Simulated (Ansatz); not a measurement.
## H-GaAs-Cl chair monolayer in a perpendicular field

What dipole does a perpendicular field induce in the H-GaAs-Cl chair monolayer, and does the gap follow? A positive field points along +c.

Main program and level: Ansatz 0.2.0; plane-wave DFT, PBE-D3(BJ), Ansatz PAW.

**1. The structure**

The cell holds 4 atoms: 1 Cl, 1 As, 1 Ga and 1 H. Cell: a = 3.977 Å, b = 3.977 Å, c = 40.043 Å, α = 90.0°, β = 90.0°, γ = 120.0°. Vacuum lies along c.

As a file:

```cif
data_structure
_symmetry_space_group_name_H-M 'P 1'
_symmetry_Int_Tables_number 1
_cell_length_a 3.9765
_cell_length_b 3.9765
_cell_length_c 40.0433
_cell_angle_alpha 90.000
_cell_angle_beta 90.000
_cell_angle_gamma 120.000
_cell_volume 548.36
loop_
_atom_site_label
_atom_site_type_symbol
_atom_site_fract_x
_atom_site_fract_y
_atom_site_fract_z
_atom_site_occupancy
Cl1 Cl 0.66667 0.33333 0.44327 1
As2 As 0.66667 0.33333 0.49846 1
Ga3 Ga 0.33333 0.66667 0.51852 1
H4 H 0.33333 0.66667 0.55673 1
```

**2. Relaxing the slab**

The starting cell is a guess, so the in-plane lattice and the atoms are relaxed first, with the slab cut off from its images along the normal.

input.yaml reads:

```yaml
crystal:
  lattice:
    - [3.9765, 0.0, 0.0]
    - [-1.98825, 3.4437500181, 0.0]
    - [0.0, 0.0, 40.0433333313]
  atoms:
    - { symbol: Cl, position: [0.6666666667, 0.3333333333, 0.4432697911] }
    - { symbol: As, position: [0.6666666667, 0.3333333333, 0.4984600017] }
    - { symbol: Ga, position: [0.3333333333, 0.6666666667, 0.5185216016] }
    - { symbol: H, position: [0.3333333333, 0.6666666667, 0.5567302089] }
  periodic: [true, true, false]
kpoints:
  mp_grid: { grid: [12, 12, 1] }
hamiltonian:
  xc: pbe
  dispersion: d3bj
scf:
  occupations: { method: fermi_dirac, width: 0.05 }
  convergence: { dr2_threshold: 1.0e-09 }
relax:
  f_tol: 0.004
  max_steps: 90
  cell: {}
output:
  write_potential: true
  write_density: true
  volumetric_format: npy
```

The run is started by

```bash
ansatz run input.yaml --threads 2 --pin off --max-ram 3072MiB --backend cpu --events-out ev --progress --plain --runs-dir out
```

Numbers of over 12 decimals in the logs are rounded to 6 here.

The program printed:

```text
Warning: relax.cell: scf.convergence.dr2_threshold = 1e-9 eV is looser than the 1.89117655383e-10 eV advised for a relaxation that steers and ends on the stress (1e-10 eV for each atom of the cell: 4, times the square of relax.cell.stress_2d_tol = 0.05 N/m over 14.5 Å (the atoms' height at the walk's start and 5 Å past either face), 3.438e-2 GPa, over a crystal's default 0.05). What an SCF threshold leaves in a stress goes as its square root, and in the free energy as the threshold itself, and one threshold admits the most on a small cell: [figures from the program's tests cut] Set scf.convergence.dr2_threshold to 1.89117655383e-10 eV or tighter. [rest of the remark cut]
Engine: ansatz 0.2.0, x86_64-unknown-linux-gnu
Pseudopotentials: kind: paw
Pseudopotential: Cl, paw, valence charge 7, recommended cutoff 420 eV (normal), Cl.paw.azcp
Pseudopotential: As, paw, valence charge 15, recommended cutoff 420 eV (normal), As.paw.azcp
Pseudopotential: Ga, paw, valence charge 13, recommended cutoff 420 eV (normal), Ga.paw.azcp
Pseudopotential: H, paw, valence charge 1, recommended cutoff 420 eV (normal), H.paw.azcp
Functional definition: PBE
  parameter kappa = 0.804
  parameter beta = 0.066725
  exchange = pbe_x(kappa = kappa, mu = beta*pi^2/3)
  correlation = pbe_c(beta = beta)
Crystal: 4 atoms, lattice volume = 548.356 Å³
Basis set: ecut = 420 eV, 10825 PW (Γ), exchange–correlation on 54×54×540 points (8 copies of the dense FFT grid, shifted against one another)
Bands: 22, of which v1, the nominal top of the filled ones, is band 18 counted from 1 (17 counted from 0)
Symmetry: 6 space group operations
Space group: P3m1 (ITA 156), of the structure as read, at distance tolerance 8.2e-5 Å
k-points: 19 of 144 (time reversal used)
Non-local potential: Cl, projectors of the file, l = 0: 2, l = 1: 2, l = 2: 2
Non-local potential: As, projectors of the file, l = 0: 2, l = 1: 2, l = 2: 3, l = 3: 1
Non-local potential: Ga, projectors of the file, l = 0: 2, l = 1: 2, l = 2: 3, l = 3: 1
Non-local potential: H, projectors of the file, l = 0: 2, l = 1: 1
PAW form: soft (Blöchl's): semilocal exchange-correlation on the pseudo side does not see the compensation charge
PAW one-centre angular grid: Cl, 110 points (default); XC on 64 Gauss nodes
PAW one-centre angular grid: As, 590 points (default); XC on 64 Gauss nodes
PAW one-centre angular grid: Ga, 590 points (default); XC on 64 Gauss nodes
PAW one-centre angular grid: H, 110 points (default); XC on 64 Gauss nodes
Initial density: superposition of atomic densities (neutral atoms: chi_scale 0, normalization atom), corrected by the library's trained network
Initial wavefunctions: pseudopotential atomic-orbital guess
Functional: x = pbe(κ = 0.804, μ = 0.219515), c = pbe(β = 0.066725)
SCF iter   1: F=—  HF=-9735.798557 eV  |F-HF|=—  |Δ(HF+E_count)|=         —  Δρ=1.10e-3  dr2=6.26e-3  ethr=1.77e-3  ⟨swp⟩=10.4  Hψ=2779  notcnv=0
preconditioner: auto → Resta (q_TF=auto, 1.733 Å⁻¹)  ε∞=1.4  [insulator: Δε(μ)=1.618 eV  Ē_g=13.173 eV  σ=0.050 eV  W_gap=1.00  n_scr=22 (ndim 8)  ℏωp=8.1 eV  f_vac=0.820  D(μ)=0.00/eV (n_scr^D=0)  ε∞_Penn≈1.4  vacuum switching on, ρ_ref=1.3e-2 e/Å³]
SCF iter   2: F=—  HF=-9735.798175 eV  |F-HF|=—  |Δ(HF+E_count)|=   3.81e-4  Δρ=4.14e-4  dr2=7.43e-4  ethr=1.74e-5  ⟨swp⟩=3.3  Hψ=1077  notcnv=0
SCF iter   3: F=—  HF=-9735.798860 eV  |F-HF|=—  |Δ(HF+E_count)|=   6.85e-4  Δρ=1.83e-4  dr2=3.50e-4  ethr=2.06e-6  ⟨swp⟩=3.2  Hψ=917  notcnv=0
SCF iter   4: F=—  HF=-9735.799121 eV  |F-HF|=—  |Δ(HF+E_count)|=   2.61e-4  Δρ=8.87e-5  dr2=2.95e-4  ethr=9.74e-7  ⟨swp⟩=2.9  Hψ=612  notcnv=0
SCF iter   5: F=—  HF=-9735.799138 eV  |F-HF|=—  |Δ(HF+E_count)|=   1.72e-5  Δρ=2.97e-5  dr2=8.19e-6  ethr=8.18e-7  ⟨swp⟩=2.4  Hψ=524  notcnv=0
SCF iter   6: F=—  HF=-9735.799145 eV  |F-HF|=—  |Δ(HF+E_count)|=   6.26e-6  Δρ=1.02e-5  dr2=9.93e-7  ethr=2.28e-8  ⟨swp⟩=3.1  Hψ=787  notcnv=0
SCF iter   7: F=—  HF=-9735.799160 eV  |F-HF|=—  |Δ(HF+E_count)|=   1.49e-5  Δρ=3.33e-6  dr2=6.00e-8  ethr=2.76e-9  ⟨swp⟩=2.7  Hψ=783  notcnv=0
SCF iter   8: F=—  HF=-9735.799160 eV  |F-HF|=—  |Δ(HF+E_count)|=   2.75e-7  Δρ=9.52e-7  dr2=6.36e-9  ethr=1.67e-10  ⟨swp⟩=2.7  Hψ=824  notcnv=0
SCF iter   9: F=—  HF=-9735.799160 eV  |F-HF|=—  |Δ(HF+E_count)|=   7.85e-9  Δρ=3.33e-7  dr2=5.93e-10  ethr=2.78e-12  ⟨swp⟩=10.8  Hψ=3073  notcnv=0
SCF iter  10: F=-9735.799160 eV  HF=-9735.799160 eV  |F-HF|=5.28e-11  |Δ(HF+E_count)|=   1.66e-9  Δρ=8.79e-8  dr2=5.49e-11  ethr=1.65e-12  ⟨swp⟩=8.4  Hψ=2503  notcnv=0
SCF 1 converged in 10 iterations: F = -9735.799160 eV  dr2 = 5.49e-11
  greatest PAW one-centre occupation: 0.999 electrons in one spin orbital (limit 2), on the As atom at site 1 (counted from 0), in its partial waves of l = 2
relax step   1: F+E_penalty+E_count = -9735.79915987 eV  Δ(F+E_penalty+E_count) = +0.000e0 eV  max|allowed force component| = 5.217e-1 eV/Å  Δτ_max = 0.0000 Å  P = +1.219 N/m  Ω = 548.356 Å³  fix = [c, alpha, beta]  reactions: c +0.000 N/m  (10 SCF iters, accepted)
Crystal: 4 atoms, lattice volume = 558.875 Å³
Basis set: ecut = 420 eV, 10993 PW (Γ), exchange–correlation on 54×54×540 points (8 copies of the dense FFT grid, shifted against one another)
Initial density: handed on by an earlier stage of this run
Initial wavefunctions: those handed on with the density
iter 1 solved again at ethr=1.27e-5 eV; its pass at ethr=3.10e-3 eV (dr2=4.59e-3 eV) is discarded
SCF iter   1: F=—  HF=-9735.828777 eV  |F-HF|=—  |Δ(HF+E_count)|=         —  Δρ=9.08e-4  dr2=4.59e-3  ethr=1.27e-5  ⟨swp⟩=2.2  Hψ=3084  notcnv=0
preconditioner: auto → Resta (q_TF=auto, 1.727 Å⁻¹)  ε∞=1.4  [insulator: Δε(μ)=1.476 eV  Ē_g=13.165 eV  σ=0.050 eV  W_gap=1.00  n_scr=22 (ndim 8)  ℏωp=8.0 eV  f_vac=0.821  D(μ)=0.00/eV (n_scr^D=0)  ε∞_Penn≈1.4  vacuum switching on, ρ_ref=1.3e-2 e/Å³]
SCF iter   2: F=—  HF=-9735.828095 eV  |F-HF|=—  |Δ(HF+E_count)|=   6.82e-4  Δρ=4.99e-4  dr2=2.73e-3  ethr=1.27e-5  ⟨swp⟩=2.2  Hψ=575  notcnv=0
SCF iter   3: F=—  HF=-9735.827895 eV  |F-HF|=—  |Δ(HF+E_count)|=   2.01e-4  Δρ=2.62e-4  dr2=1.40e-3  ethr=7.57e-6  ⟨swp⟩=2.4  Hψ=518  notcnv=0
SCF iter   4: F=—  HF=-9735.827682 eV  |F-HF|=—  |Δ(HF+E_count)|=   2.13e-4  Δρ=9.60e-5  dr2=3.78e-5  ethr=3.88e-6  ⟨swp⟩=1.8  Hψ=491  notcnv=0
SCF iter   5: F=—  HF=-9735.827681 eV  |F-HF|=—  |Δ(HF+E_count)|=   7.92e-7  Δρ=2.45e-5  dr2=1.98e-6  ethr=1.05e-7  ⟨swp⟩=2.9  Hψ=710  notcnv=0
SCF iter   6: F=—  HF=-9735.827692 eV  |F-HF|=—  |Δ(HF+E_count)|=   1.09e-5  Δρ=9.60e-6  dr2=2.95e-7  ethr=5.50e-9  ⟨swp⟩=2.7  Hψ=765  notcnv=0
[...]
SCF iter   6: F=—  HF=-9735.830261 eV  |F-HF|=—  |Δ(HF+E_count)|=   9.32e-6  Δρ=6.00e-6  dr2=2.16e-7  ethr=6.69e-9  ⟨swp⟩=2.4  Hψ=704  notcnv=0
SCF iter   7: F=—  HF=-9735.830261 eV  |F-HF|=—  |Δ(HF+E_count)|=   3.85e-8  Δρ=2.10e-6  dr2=1.70e-8  ethr=6.00e-10  ⟨swp⟩=2.9  Hψ=748  notcnv=0
SCF iter   8: F=—  HF=-9735.830261 eV  |F-HF|=—  |Δ(HF+E_count)|=   2.27e-8  Δρ=6.33e-7  dr2=1.68e-9  ethr=4.71e-11  ⟨swp⟩=2.7  Hψ=708  notcnv=0
SCF iter   9: F=-9735.830261 eV  HF=-9735.830261 eV  |F-HF|=8.91e-11  |Δ(HF+E_count)|=   3.63e-9  Δρ=1.26e-7  dr2=6.19e-11  ethr=2.78e-12  ⟨swp⟩=10.0  Hψ=2903  notcnv=0
SCF 3 converged in 9 iterations: F = -9735.830261 eV  dr2 = 6.19e-11
relax step   3: F+E_penalty+E_count = -9735.83026138 eV  Δ(F+E_penalty+E_count) = -2.569e-3 eV  max|allowed force component| = 1.864e-1 eV/Å  Δτ_max = 0.0282 Å  P = -0.113 N/m  Ω = 569.233 Å³  energy of the carried Pulay correction = -8.662e-4 eV  fix = [c, alpha, beta]  reactions: c -0.000 N/m  (9 SCF iters, accepted)
[...]
relax step   4: F+E_penalty+E_count = -9735.83324336 eV  Δ(F+E_penalty+E_count) = -2.982e-3 eV  max|allowed force component| = 9.744e-2 eV/Å  Δτ_max = 0.0266 Å  P = -0.072 N/m  Ω = 573.172 Å³  energy of the carried Pulay correction = -1.026e-3 eV  fix = [c, alpha, beta]  reactions: c -0.000 N/m  (9 SCF iters, accepted)
[...]
relax step   5: F+E_penalty+E_count = -9735.83404485 eV  Δ(F+E_penalty+E_count) = -8.015e-4 eV  max|allowed force component| = 7.101e-3 eV/Å  Δτ_max = 0.0080 Å  P = -0.006 N/m  Ω = 570.496 Å³  energy of the carried Pulay correction = -9.176e-4 eV  fix = [c, alpha, beta]  reactions: c -0.000 N/m  (8 SCF iters, accepted)
[...]
relax step   6: F+E_penalty+E_count = -9735.83404801 eV  Δ(F+E_penalty+E_count) = -3.160e-6 eV  max|allowed force component| = 3.687e-3 eV/Å  Δτ_max = 0.0003 Å  P = -0.001 N/m  Ω = 570.452 Å³  energy of the carried Pulay correction = -9.158e-4 eV  fix = [c, alpha, beta]  reactions: c -0.000 N/m  (5 SCF iters, accepted)
Basis set: ecut = 420 eV, 11113 PW (Γ), exchange–correlation on 60×60×540 points (8 copies of the dense FFT grid, shifted against one another)
Initial wavefunctions: pseudopotential atomic-orbital guess (no wavefunctions were taken with the density)
iter 1 solved again at ethr=9.20e-7 eV; its pass at ethr=3.10e-3 eV (dr2=3.31e-4 eV) is discarded
SCF iter   1: F=—  HF=-9735.827787 eV  |F-HF|=—  |Δ(HF+E_count)|=         —  Δρ=1.48e-4  dr2=3.58e-6  ethr=9.20e-7  ⟨swp⟩=4.9  Hψ=4141  notcnv=0
preconditioner: auto → Resta (q_TF=auto, 1.721 Å⁻¹)  ε∞=1.4  [insulator: Δε(μ)=1.361 eV  Ē_g=13.104 eV  σ=0.050 eV  W_gap=1.00  n_scr=20 (ndim 8)  ℏωp=7.9 eV  f_vac=0.820  D(μ)=0.00/eV (n_scr^D=0)  ε∞_Penn≈1.4  vacuum switching on, ρ_ref=1.2e-2 e/Å³]
SCF iter   2: F=—  HF=-9735.832518 eV  |F-HF|=—  |Δ(HF+E_count)|=   4.73e-3  Δρ=7.45e-5  dr2=1.13e-6  ethr=9.95e-9  ⟨swp⟩=3.1  Hψ=935  notcnv=0
SCF iter   3: F=—  HF=-9735.834609 eV  |F-HF|=—  |Δ(HF+E_count)|=   2.09e-3  Δρ=2.44e-5  dr2=7.85e-7  ethr=3.14e-9  ⟨swp⟩=3.5  Hψ=862  notcnv=0
SCF iter   4: F=—  HF=-9735.834976 eV  |F-HF|=—  |Δ(HF+E_count)|=   3.67e-4  Δρ=7.47e-6  dr2=4.81e-7  ethr=2.18e-9  ⟨swp⟩=2.8  Hψ=654  notcnv=0
SCF iter   5: F=—  HF=-9735.835024 eV  |F-HF|=—  |Δ(HF+E_count)|=   4.82e-5  Δρ=2.63e-6  dr2=1.58e-8  ethr=1.34e-9  ⟨swp⟩=2.1  Hψ=521  notcnv=0
SCF iter   6: F=—  HF=-9735.835036 eV  |F-HF|=—  |Δ(HF+E_count)|=   1.13e-5  Δρ=8.74e-7  dr2=1.41e-9  ethr=4.39e-11  ⟨swp⟩=3.0  Hψ=680  notcnv=0
SCF iter   7: F=-9735.835038 eV  HF=-9735.835038 eV  |F-HF|=2.26e-7  |Δ(HF+E_count)|=   2.15e-6  Δρ=2.68e-7  dr2=3.49e-10  ethr=2.78e-12  ⟨swp⟩=16.5  Hψ=3281  notcnv=0
SCF 7 converged in 7 iterations: F = -9735.835038 eV  dr2 = 3.49e-10
relax step   7: F+E_penalty+E_count = -9735.83503801 eV  Δ(F+E_penalty+E_count) = -9.900e-4 eV  max|allowed force component| = 3.757e-3 eV/Å  Δτ_max = 0.0000 Å  P = +0.004 N/m  Ω = 570.452 Å³  fix = [c, alpha, beta]  reactions: c +0.000 N/m  stress off target by 4.00e-3 N/m on what of the cell is left free  SCF on the basis re-selected at this cell (its energy is not comparable with the rows above)  (7 SCF iters)
basis re-selected at this cell: Δ(F+E_penalty+E_count) = -9.900e-4 eV, ΔP = +0.005 N/m vs the last step (what re-selecting the basis moved, of the pressure what is left beyond the Pulay correction that the steps carried, after the strain that the cell walked since its last selection, with what the two solves' SCF thresholds leave and, on support functions, any second-order correction that the steps lacked; it is no measure of the basis error at this ecutwfc). The dense FFT grid was sized anew with the basis: this SCF ran on 30×30×270 points, the steps before it on 27×27×270, so part of this shift can come from that change (see relax.cell in the input reference). [rest of the remark cut]
WARN: The output density's exchange-correlation potential varies sharply where the density is thin. Do not read a vacuum level from v_tot or v_xc, or from such a field of the output density. On a cell that repeats whose density bears no net charge and no dipole along the vacuum's axis use v_es (v_loc + v_h of the components); under efield.dipole_correction with no amplitude use v_es + v_field, which holds any externa [...]
SCF converged after 7 iterations
Free energy (F): -9735.835038 eV
Harris-Foulkes:  -9735.835038 eV  (|F-HF|=2.26e-7)
Internal energy: -9735.835038 eV  (E = F + TS)
E sigma→0 (E₀):  -9735.835038 eV
Entropy (-TS):   -0.000000 eV (-0.000 meV/atom)
Fermi energy:    -5.074945 eV
--- Per-component energies (eV) ---
  E_band       = -794.586329
  E_kinetic    = 391.368501
  E_local      = -75522.540331  (includes V_loc(G=0)·N_el)
  E_nonlocal   = -215.842831
  E_hartree    = 37498.698246
  E_xc         = -262.890458
  E_vxc        = -268.736786  (∫ρ·V_xc dr)
  E_paw        = -4483.558092  (= ΣΔE_a)
  E_vpaw       = -176.229739  (= ΣTr[D̂ρ^β])
  E_aug_tail   = -0.001175  (compensation charges beyond the density's cutoff)
  E_ewald      = 32859.440992
  E_disp       = -0.509892  (pairwise vdW)
  E_smearing   = -0.000000  (= −TS)
  E_closure    = 0.000000  (closes the sum)
  Σ components = -9735.835038   (vs F -9735.835038, Δ=0.00e0)
--- Forces (eV/Å), atoms counted from 1 ---
  atom   1  Cl    -0.00000000    -0.00000000     0.00375804
  atom   2  As    -0.00000000     0.00000000    -0.00339330
  atom   3  Ga     0.00000000    -0.00000000     0.00100350
  atom   4  H      0.00000000    -0.00000000    -0.00136440
  max |Σ_I F_I| component: 3.84e-6 eV/Å
--- 2D stress c σ (N/m, compression-positive) ---
        0.003998      -0.000000      -0.000000
       -0.000000       0.003998      -0.000000
       -0.000000      -0.000000       0.000000
  P = ½ c Tr σ = 0.0040 N/m
--- Band table (eV; the first three rows and the last of 19) ---
  k-point 0: bands = [... 14 lower, -8.1515, -8.1515, -5.7814, -5.7814, -4.4198, -3.0963, -1.0997, -1.0997]
  k-point 1: bands = [... 14 lower, -8.3073, -8.1825, -6.3066, -5.8840, -3.8231, -3.0747, -1.2756, -0.8719]
  k-point 2: bands = [... 14 lower, -8.6003, -8.2678, -6.9455, -6.1255, -3.2692, -2.9523, -1.2197, -0.3042]
  k-point 18: bands = [... 14 lower, -9.6636, -8.8819, -7.7699, -7.3469, -3.2451, -0.8159, -0.3651, 0.8780]
  the weakly bound empty levels are not read free of the cell's end (no_gap_told)
--- Relaxed structure (6 steps of the walk, 6 accepted, 1 SCFs on fresh bases) ---
  F+E_penalty+E_count = -9735.83503801 eV   max|allowed force component| = 3.757e-3 eV/Å   (the final SCF, on the basis selected at the relaxed cell)
  cell:  # Å, volume = 570.4515 Å³
    - [4.055823, 0.0, 0]
    - [-2.027911, 3.512445, 0]
    - [0, 0, 40.0433333313]
  atoms:
    - { symbol: Cl, position: [0.666667, 0.333333, 0.443773] }
    - { symbol: As, position: [0.666667, 0.333333, 0.498267] }
    - { symbol: Ga, position: [0.333333, 0.666667, 0.517885] }
    - { symbol: H, position: [0.333333, 0.666667, 0.557056] }
```

Wall time 30 s (2 threads of AMD EPYC 9R45, shared host); peak memory 0.87 GiB; 58 s of CPU time.

The steps of the relaxation:

| step | energy less that of the first step (eV) | largest force component (eV/Å) | volume (Å³) |
| --- | --- | --- | --- |
| 1 | 0.0000 | 0.5217 | 548.36 |
| 2 | -0.0285 | 0.1602 | 558.87 |
| 3 | -0.0311 | 0.1864 | 569.23 |
| 4 | -0.0341 | 0.0974 | 573.17 |
| 5 | -0.0349 | 0.0071 | 570.50 |
| 6 | -0.0349 | 0.0037 | 570.45 |
| 7* | -0.0359 | 0.0038 | 570.45 |

Relaxation steps marked * repeat the geometry before them on a plane-wave basis chosen anew for their cell, so energy and pressure can jump there.

The run keeps the 6 symmetry operations that it works with, so distortions that break them were not tested.

| cell as run | before | after | change |
| --- | --- | --- | --- |
| a (Å) | 3.977 | 4.056 | +2.0 % |
| b (Å) | 3.977 | 4.056 | +2.0 % |

The atoms that moved most (Å, along periodic axes as changes of fractional coordinates times the final cell, across vacuum about the mean position):

| atom | dx | dy | dz | length |
| --- | --- | --- | --- | --- |
| Ga3 | 0.000 | 0.000 | -0.025 | 0.025 |
| Cl1 | 0.000 | 0.000 | 0.020 | 0.020 |
| H4 | 0.000 | 0.000 | 0.013 | 0.013 |
| As2 | 0.000 | 0.000 | -0.008 | 0.008 |

The lattice constant a goes from 3.977 to 4.056 Å.

(Part 1 of 2 ends here.)

[Logs are printed without paths, hosts, clocks, repeated set-up lines and the standing remarks that a program may print on its own settings, such as how far it seeks lower states.]

[Hosts, paths, dates, database ids (printed as entryN), source tags and the programs' standing remarks are cut or masked in the printed files.]

[Maps of the electrostatic potential energy from Ansatz leave out the sawtooth potential of an applied field or a dipole correction, so their vacuum need not be flat; planar profiles and work functions include it.]
